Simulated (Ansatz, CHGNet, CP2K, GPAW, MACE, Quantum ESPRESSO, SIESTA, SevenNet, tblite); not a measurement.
# Random packing of C72N28 (at. %) (57 atoms) in SIESTA

Aim: run random packing of C72N28 (at. %) (57 atoms) in SIESTA and see how near its forces come to a plane-wave reference, and at what cost.

Program: SIESTA 5.4.2. Level of theory: the method is named at each step. Results are calculated unless marked as measured.

### Step 1. The structure

The cell holds 57 atoms: 41 C and 16 N. Cell: a = 7.976 Å, b = 7.976 Å, c = 7.976 Å, α = 90.0°, β = 90.0°, γ = 90.0°. 57 atoms (41 C, 16 N) packed at random in a cube at 2.35 g/cm³ and pushed apart as soft spheres; a start for melting by ab initio MD, not an equilibrated structure. Then every atom was moved at random, 0.02 Å r.m.s. a Cartesian component.

The yardstick, on the same geometry:

| Property | Result |
| --- | --- |
| method | Kohn-Sham DFT, PBE, PAW, plane waves (Ansatz 0.2.0); cutoff 420 eV, Γ point, fermi-dirac smearing of 0.05 eV; PAW set soft_2 |
| r.m.s. force component | 1.976 eV/Å |
| longest force | 7.262 eV/Å |
| pressure | -26.61 GPa |
| SCF cycles | 9 |
| time | 3.3 s on 4 threads of Arm Neoverse V1, shared host |
| CPU time | 12 s |

### Step 2. PBE, DZP, shift 0.01 Ry, mesh 500 Ry

Method: Kohn-Sham DFT, PBE, PseudoDojo 0.4.1 norm-conserving pseudopotentials (converted to PSML), numerical atomic orbitals (DZP), diagonalisation.

The .psml files are PseudoDojo norm-conserving potentials that we converted to this format, checked against plane waves on the same files for H, C, O, Si, Ge and Ca alone.

Contents of input.fdf:

```
SystemLabel cell
NumberOfAtoms 57
NumberOfSpecies 2
%block ChemicalSpeciesLabel
  1 6 C
  2 7 N
%endblock ChemicalSpeciesLabel
LatticeConstant 1.0 Ang
%block LatticeVectors
  7.97600 0.00000 0.00000
  0.00000 7.97600 0.00000
  0.00000 0.00000 7.97600
%endblock LatticeVectors
PAO.BasisSize DZP
PAO.EnergyShift 0.01 Ry
XC.Functional GGA
XC.Authors PBE
MeshCutoff 500 Ry
%block kgrid_Monkhorst_Pack
  1 0 0 0.0
  0 1 0 0.0
  0 0 1 0.0
%endblock kgrid_Monkhorst_Pack
SolutionMethod diagon
OccupationFunction FD
ElectronicTemperature 580 K
SCF.Mixer.Method Pulay
SCF.Mixer.Weight 0.05
SCF.Mixer.History 8
SCF.Mix Hamiltonian
MaxSCFIterations 300
SCF.DM.Tolerance 1e-04
SCF.H.Tolerance 1.0e-3 eV
WriteForces T
Write.HirshfeldPop T
Write.VoronoiPop T
Write.DM F
Write.H F
XML.Write F
AtomicCoordinatesFormat Fractional
%block AtomicCoordinatesAndAtomicSpecies
  0.00597 0.48401 0.83761 1
  0.03952 0.55713 0.56904 1
  0.05075 0.76972 0.79905 1
  0.39534 0.92633 0.34114 1
  0.76720 0.65280 0.98245 1
  0.48592 0.62900 0.68293 1
  0.92975 0.42733 0.40598 1
  0.57031 0.25726 0.21933 1
  0.65972 0.50303 0.85490 1
  0.53328 0.43183 0.60217 1
  0.60335 0.93100 0.79962 1
  0.41561 0.02347 0.85269 1
  0.17799 0.74598 0.39732 1
  0.94264 0.84054 0.50712 1
  0.33544 0.34414 0.92591 1
  0.47703 0.72881 0.87220 1
  0.35897 0.58317 0.47169 1
  0.97279 0.13377 0.69179 1
  0.28314 0.61800 0.76553 1
  0.88845 0.44348 0.01552 1
  0.56032 0.51569 0.40910 1
  0.89713 0.16892 0.48357 1
  0.06686 0.54878 0.19756 1
  0.65028 0.11986 0.37480 1
  0.72425 0.90960 0.09561 1
  0.27648 0.40991 0.70498 1
  0.00184 0.10682 0.95371 1
  0.27729 0.57015 0.16110 1
  0.07934 0.34865 0.03976 1
  0.17817 0.10737 0.82796 1
  0.80503 0.57418 0.58918 1
  0.55947 0.78419 0.21719 1
  0.28341 0.83779 0.66812 1
  0.03415 0.12622 0.28858 1
  0.66446 0.57388 0.20531 1
  0.80342 0.00912 0.66652 1
  0.54912 0.89248 0.58610 1
  0.57312 0.24164 0.70560 1
  0.75244 0.30615 0.60934 1
  0.98003 0.65620 0.00005 1
  0.48978 0.63071 0.07615 1
  0.84600 0.75906 0.20466 2
  0.75658 0.39030 0.25857 2
  0.10543 0.30856 0.78468 2
  0.31123 0.16108 0.23978 2
  0.26746 0.36654 0.21703 2
  0.06656 0.89363 0.14947 2
  0.72172 0.69154 0.41530 2
  0.16732 0.33820 0.43173 2
  0.17072 0.73263 0.04418 2
  0.79731 0.21338 0.91737 2
  0.12591 0.98736 0.41218 2
  0.31382 0.04280 0.04336 2
  0.69254 0.74638 0.77199 2
  0.42860 0.19422 0.48694 2
  0.83253 0.97627 0.29252 2
  0.56642 0.25409 0.00952 2
%endblock AtomicCoordinatesAndAtomicSpecies
```

Run with:

```console
$ OMP_NUM_THREADS=1 mpirun -np 2 siesta < input.fdf > output.txt
```

Log:

```text
Version         : 5.4.2
reinit: System Name:
reinit: System Label: cell
initatom: Reading input for the pseudopotentials and atomic orbitals ----------
Species number:   1 Atomic number:    6 Label: C
Species number:   2 Atomic number:    7 Label: N
Ground state valence configuration (from tables):   2s02  2p02  3d00  4f00
Ground state valence configuration (from tables):   2s02  2p03  3d00  4f00
---- Processing specs for species: C
GGA--PBE XC_GGA_X_PBE--XC_GGA_C_PBE pb
---- Processing specs for species: N
GGA--PBE XC_GGA_X_PBE--XC_GGA_C_PBE pb
C pseudopotential only contains V_ls up to l=1 -- lmxkb reset.
N pseudopotential only contains V_ls up to l=1 -- lmxkb reset.
Using PAO.SplitTailNorm
%block ChemicalSpeciesLabel
    1    6 C                       # Species index, atomic number, species label
    2    7 N                       # Species index, atomic number, species label
%endblock ChemicalSpeciesLabel
%block PAO.Basis                 # Define Basis set
C                     2                    # Species label, number of l-shells
 n=2   0   2                         # n, l, Nzeta
   4.484      3.048
   1.000      1.000
 n=2   1   2 P   1                   # n, l, Nzeta, Polarization, NzetaPol
   5.436      3.692
   1.000      1.000
N                     2                    # Species label, number of l-shells
 n=2   0   2                         # n, l, Nzeta
   3.944      2.617
   1.000      1.000
 n=2   1   2 P   1                   # n, l, Nzeta, Polarization, NzetaPol
   4.781      3.167
   1.000      1.000
%endblock PAO.Basis
coor:   Atomic-coordinates input format  =     Fractional
siesta: System type = bulk
initatomlists: Number of atoms, orbitals, and projectors:     57   741   456
siesta: ******************** Simulation parameters ****************************
Total number of electrons:   244.000000
Total ionic charge:   244.000000
 Kpoints in:            1 . Kpoints trimmed:            1
siesta: k-grid: Number of k-points = 1
siesta: k-points from Monkhorst-Pack grid
siesta: k-cutoff (effective) =     3.988 Ang
siesta: k-point supercell and displacements
siesta: k-grid:     1     0     0      0.000
siesta: k-grid:     0     1     0      0.000
siesta: k-grid:     0     0     1      0.000
                     ====================================
                        Single-point calculation
                     ====================================
outcell: Unit cell vectors (Ang):
        7.976000    0.000000    0.000000
        0.000000    7.976000    0.000000
        0.000000    0.000000    7.976000
outcell: Cell vector modules (Ang)   :    7.976000    7.976000    7.976000
outcell: Cell angles (23,13,12) (deg):     90.0000     90.0000     90.0000
outcell: Cell volume (Ang**3)        :    507.4058
Gamma-point calculation with multiply-connected orbital pairs
Gamma-point calculation with multiply-connected orbital pairs
Folding of H and S implicitly performed
Folding of H and S implicitly performed
new_DM -- step:     1
Initializing Density Matrix...
Attempting to read DM from file... Failed...
DM filled with atomic data:
InitMesh: MESH = 108 x 108 x 108 = 1259712
InitMesh: Mesh cutoff (required, used) =   500.000   506.733 Ry
stepf: Fermi-Dirac step function
        iscf     Eharris(eV)        E_KS(eV)     FreeEng(eV)     dDmax    Ef(eV) dHmax(eV)
   scf:    1   -10981.093243   -11000.674568   -11000.828197  1.416378 -4.222527  7.906075
   scf:    2   -11019.931357   -11013.209914   -11013.410238  0.151882 -4.243860  3.019780
   scf:    3   -11017.415805   -11015.957338   -11016.189386  0.067439 -4.273012  1.749025
   scf:    4   -11017.705167   -11017.037194   -11017.282993  0.034379 -4.322156  0.986951
   scf:    5   -11017.651449   -11017.411513   -11017.665369  0.026580 -4.364883  0.893033
   scf:    6   -11017.810938   -11017.660297   -11017.914569  0.015143 -4.417058  0.461842
[...]
scf:   19   -11017.846812   -11017.846814   -11018.104329  0.000139 -4.538118  0.001662
   scf:   20   -11017.846803   -11017.846809   -11018.104330  0.000052 -4.538170  0.001084
   scf:   21   -11017.846787   -11017.846798   -11018.104332  0.000052 -4.538197  0.000771
SCF Convergence by DM+H criterion
max |DM_out - DM_in|         :     0.0000519290
max |H_out - H_in|      (eV) :     0.0007707427
SCF cycle converged after 21 iterations
Using DM_out to compute the final energy and forces
siesta: E_KS(eV) =           -11017.8468
siesta: E_KS - E_eggbox =    -11017.8468
siesta: Atomic forces (eV/Ang):
     1   -0.586075   -2.379820    2.027203
     2   -3.137316    0.227638   -0.060553
     3    1.122301   -0.723465    0.713089
     4    1.539137   -1.432754    0.094553
     5    1.660246   -2.265545   -0.382093
     6   -2.358632   -1.431170   -0.141660
[...]
55    3.456141   -1.035036    0.409115
    56   -1.429191    0.222802   -2.145482
    57    0.108644    0.982854    3.953957
----------------------------------------
   Tot   -0.003421   -0.000601    0.006764
----------------------------------------
   Max    5.645430
   Res    1.941816    sqrt( Sum f_i^2 / 3N )
----------------------------------------
   Max    5.645430    constrained
Stress tensor Voigt[x,y,z,yz,xz,xy] (kbar):      275.49      244.49      235.31      -70.46      -26.47      -23.62
(Free)E + p*V (eV/cell)   -11097.8369
Target enthalpy (eV/cell)   -11018.1043
siesta: Program's energy decomposition (eV):
siesta: Ebs     =     -2859.988670
siesta: Eions   =     18790.418639
siesta: Ena     =      4655.876355
siesta: Ekin    =      6615.851047
siesta: Enl     =      -230.870639
siesta: DEna    =       171.185221
siesta: DUscf   =         5.550828
siesta: Ex      =     -3149.603834
siesta: Ec      =      -295.417137
siesta: Exc     =     -3445.020971
siesta: Eharris =    -11017.846787
siesta: Etot    =    -11017.846798
siesta: FreeEng =    -11018.104332
siesta: Final energy (eV):
siesta:  Band Struct. =   -2859.988670
siesta:       Kinetic =    6615.851047
siesta:       Hartree =    1578.300833
siesta:         Exch. =   -3149.603834
siesta:         Corr. =    -295.417137
siesta:   Exch.-corr. =   -3445.020971
siesta:  Ion-electron =   -8891.852327
siesta:       Ion-ion =   -6875.125380
siesta:         Total =  -11017.846798
siesta:         Fermi =      -4.538197
siesta: Stress tensor (static) (eV/Ang**3):
siesta:     0.171946   -0.014744   -0.016523
siesta:    -0.014744    0.152600   -0.043975
siesta:    -0.016523   -0.043975    0.146867
siesta: Cell volume =        507.405810 Ang**3
siesta: Pressure (static):
siesta:                Solid            Molecule  Units
siesta:          -0.00171145         -0.00170095  Ry/Bohr**3
siesta:          -0.15713773         -0.15617408  eV/Ang**3
siesta:        -251.76239981       -250.21846859  kBar
    Orbital volume contribution        =          19.654883 eV
    (Free)E + p_basis*V_orbitals       =      -10998.449448 eV
    (Free)Eharris+ p_basis*V_orbitals  =      -10998.449438 eV
Hirshfeld Atomic Populations:
Atom #   charge [q] valence [e]  Species
     1     0.000829    3.999171  C
     2    -0.008041    4.008041  C
     3     0.045898    3.954102  C
     4     0.060557    3.939443  C
     5     0.002817    3.997183  C
     6    -0.007535    4.007535  C
[...]
42    -0.000862    5.000862  N
    43    -0.036752    5.036752  N
    44     0.007430    4.992570  N
    45     0.015742    4.984258  N
    46     0.011712    4.988288  N
    47    -0.038352    5.038352  N
[...]
--------------------
 Total    -0.000020
Voronoi Atomic Populations:
Atom #   charge [q] valence [e]  Species
[...]
39     0.005117    3.994883  C
    40     0.025653    3.974347  C
    41     0.014038    3.985962  C
[...]
55    -0.079125    5.079125  N
    56    -0.053860    5.053860  N
    57    -0.099048    5.099048  N
--------------------
 Total    -0.000020
```

Wall time 2.4 min (2 MPI ranks of Arm Neoverse V1, shared host); peak memory 1.2 GiB.

Banners, paths, timers and routine set-up lines are dropped from the logs unmarked, and long logs keep their key lines alone; longer cuts are marked.

Numbers from this run, and their distance from the reference:

```yaml
r_m_s_force_component: 1.942 eV/Å
r_m_s_difference_of_force_components: 91.32 meV/Å
longest_difference_of_force_vectors: 326.5 meV/Å
force_difference_over_r_m_s_force: 4.622 %
slope_of_forces_against_the_reference_s: 0.9818
correlation_of_force_components: 0.9991
pressure: -25.18 GPa
pressure_difference: 1.435 GPa
```

Length of the force difference by element (eV/Å):

```tsv
element	atoms	mean	most
C	41	0.14	0.28
N	16	0.16	0.33
```

The surroundings of C25, whose charge lies farthest from its element's mean, nearest first, numbered as they follow in the input and with coordinates relative to it.

```tsv
atom	x	y	z	distance (Å)	Hirshfeld charge (e)	Fx	Fy	Fz (eV/Å)
C25	0.00	0.00	0.00	0.00	-0.05	-0.05	-3.22	5.26
N42	0.97	-1.20	0.87	1.77	0.00	0.71	3.37	-1.49
N56	0.86	0.53	1.57	1.87	-0.04	-1.43	0.22	-2.15
C32	-1.31	-1.00	0.97	1.92	-0.03	-1.08	1.02	-3.62
C5	0.34	-2.05	-0.90	2.26	0.00	1.66	-2.27	-0.38
C11	-0.96	0.17	-2.36	2.56	0.03	0.27	-1.28	-3.80
N47	2.73	-0.13	0.43	2.77	-0.04	1.29	-1.42	-1.58
C24	-0.59	1.68	2.23	2.85	0.03	-2.20	1.60	-2.03
C35	-0.48	-2.68	0.87	2.86	0.05	-2.04	-1.36	0.35
```

Forces lie 4.6 % from the reference's, at 24 times its CPU time (on 2 against 4 cores).

### Step 3. PBE, SZP, shift 0.01 Ry, mesh 500 Ry

Method: Kohn-Sham DFT, PBE, PseudoDojo 0.4.1 norm-conserving pseudopotentials (converted to PSML), numerical atomic orbitals (SZP), diagonalisation.

input.fdf, as its differences from that of step 2:

```diff
@@ -13,3 +13,3 @@
 %endblock LatticeVectors
-PAO.BasisSize DZP
+PAO.BasisSize SZP
 PAO.EnergyShift 0.01 Ry
```

Log:

```text
Version         : 5.4.2
reinit: System Name:
reinit: System Label: cell
initatom: Reading input for the pseudopotentials and atomic orbitals ----------
Species number:   1 Atomic number:    6 Label: C
Species number:   2 Atomic number:    7 Label: N
Ground state valence configuration (from tables):   2s02  2p02  3d00  4f00
Ground state valence configuration (from tables):   2s02  2p03  3d00  4f00
---- Processing specs for species: C
GGA--PBE XC_GGA_X_PBE--XC_GGA_C_PBE pb
---- Processing specs for species: N
GGA--PBE XC_GGA_X_PBE--XC_GGA_C_PBE pb
C pseudopotential only contains V_ls up to l=1 -- lmxkb reset.
N pseudopotential only contains V_ls up to l=1 -- lmxkb reset.
Using PAO.SplitTailNorm
%block ChemicalSpeciesLabel
[... lines left out ...]
Total number of electrons:   244.000000
[... lines left out ...]
stepf: Fermi-Dirac step function
        iscf     Eharris(eV)        E_KS(eV)     FreeEng(eV)     dDmax    Ef(eV) dHmax(eV)
[... lines left out ...]
SCF Convergence by DM+H criterion
[... lines left out ...]
SCF cycle converged after 20 iterations
[... lines left out ...]
   Max    4.746770
[... lines left out ...]
   Max    4.746770    constrained
Stress tensor Voigt[x,y,z,yz,xz,xy] (kbar):      197.74      179.37      170.81      -62.50      -24.69      -10.91
[... lines left out ...]
siesta: DEna    =       328.604760
siesta: DUscf   =        10.789285
siesta: Ex      =     -3110.261971
siesta: Ec      =      -298.627579
siesta: Exc     =     -3408.889550
siesta: Eharris =    -11001.561180
siesta: Etot    =    -11001.561175
siesta: FreeEng =    -11001.822425
siesta: Final energy (eV):
siesta:  Band Struct. =   -2918.094319
siesta:       Kinetic =    6358.706543
siesta:       Hartree =    1497.420168
siesta:         Exch. =   -3110.261971
siesta:         Corr. =    -298.627579
siesta:   Exch.-corr. =   -3408.889550
siesta:  Ion-electron =   -8573.672956
siesta:       Ion-ion =   -6875.125380
siesta:         Total =  -11001.561175
siesta:         Fermi =      -4.815524
siesta: Stress tensor (static) (eV/Ang**3):
siesta:     0.123422   -0.006811   -0.015413
siesta:    -0.006811    0.111951   -0.039010
siesta:    -0.015412   -0.039009    0.106613
siesta: Cell volume =        507.405810 Ang**3
siesta: Pressure (static):
siesta:                Solid            Molecule  Units
siesta:          -0.00124157         -0.00129952  Ry/Bohr**3
siesta:          -0.11399559         -0.11931684  eV/Ang**3
siesta:        -182.64106681       -191.16665616  kBar
    Orbital volume contribution        =          16.540711 eV
    (Free)E + p_basis*V_orbitals       =      -10985.281713 eV
    (Free)Eharris+ p_basis*V_orbitals  =      -10985.281718 eV
Hirshfeld Atomic Populations:
Atom #   charge [q] valence [e]  Species
     1    -0.001120    4.001120  C
     2    -0.004990    4.004990  C
     3     0.052994    3.947006  C
[...]
42    -0.008789    5.008789  N
    43    -0.049607    5.049607  N
    44    -0.010027    5.010027  N
[...]
--------------------
 Total    -0.000015
Voronoi Atomic Populations:
Atom #   charge [q] valence [e]  Species
[...]
40     0.034745    3.965255  C
    41     0.008958    3.991042  C
[...]
56    -0.074518    5.074518  N
    57    -0.112435    5.112435  N
--------------------
 Total    -0.000015
```

The job ended after 1.9 min (2 MPI ranks; peak memory 1.1 GiB; 3.7 min of CPU time).

Numbers from this run, and their distance from the reference:

- r.m.s. force component: 1.601 eV/Å
- r.m.s. difference of force components: 563.3 meV/Å
- longest difference of force vectors: 1719 meV/Å
- force difference over r.m.s. force: 28.51 %
- slope of forces against the reference's: 0.7876
- correlation of force components: 0.9721
- pressure: -18.26 GPa
- pressure difference: 8.347 GPa

This is a coarse setting, run to see what it loses.

Against the first run (4.6 %), the force difference from the reference is 29 %, at 0.77 times the CPU time, with 513 basis functions against 741: the smaller basis costs accuracy.

[end of part 1 of 2]

[Also dropped from logs without a mark: logging warnings of Python, and SIESTA's first energy breakdown and zero terms.]

[Logs are printed without paths, hosts, clocks, repeated set-up lines and the standing remarks that a program may print on its own settings, such as how far it seeks lower states.]

[Hosts, paths, dates, database ids (printed as entryN), source tags and the programs' standing remarks are cut or masked in the printed files.]
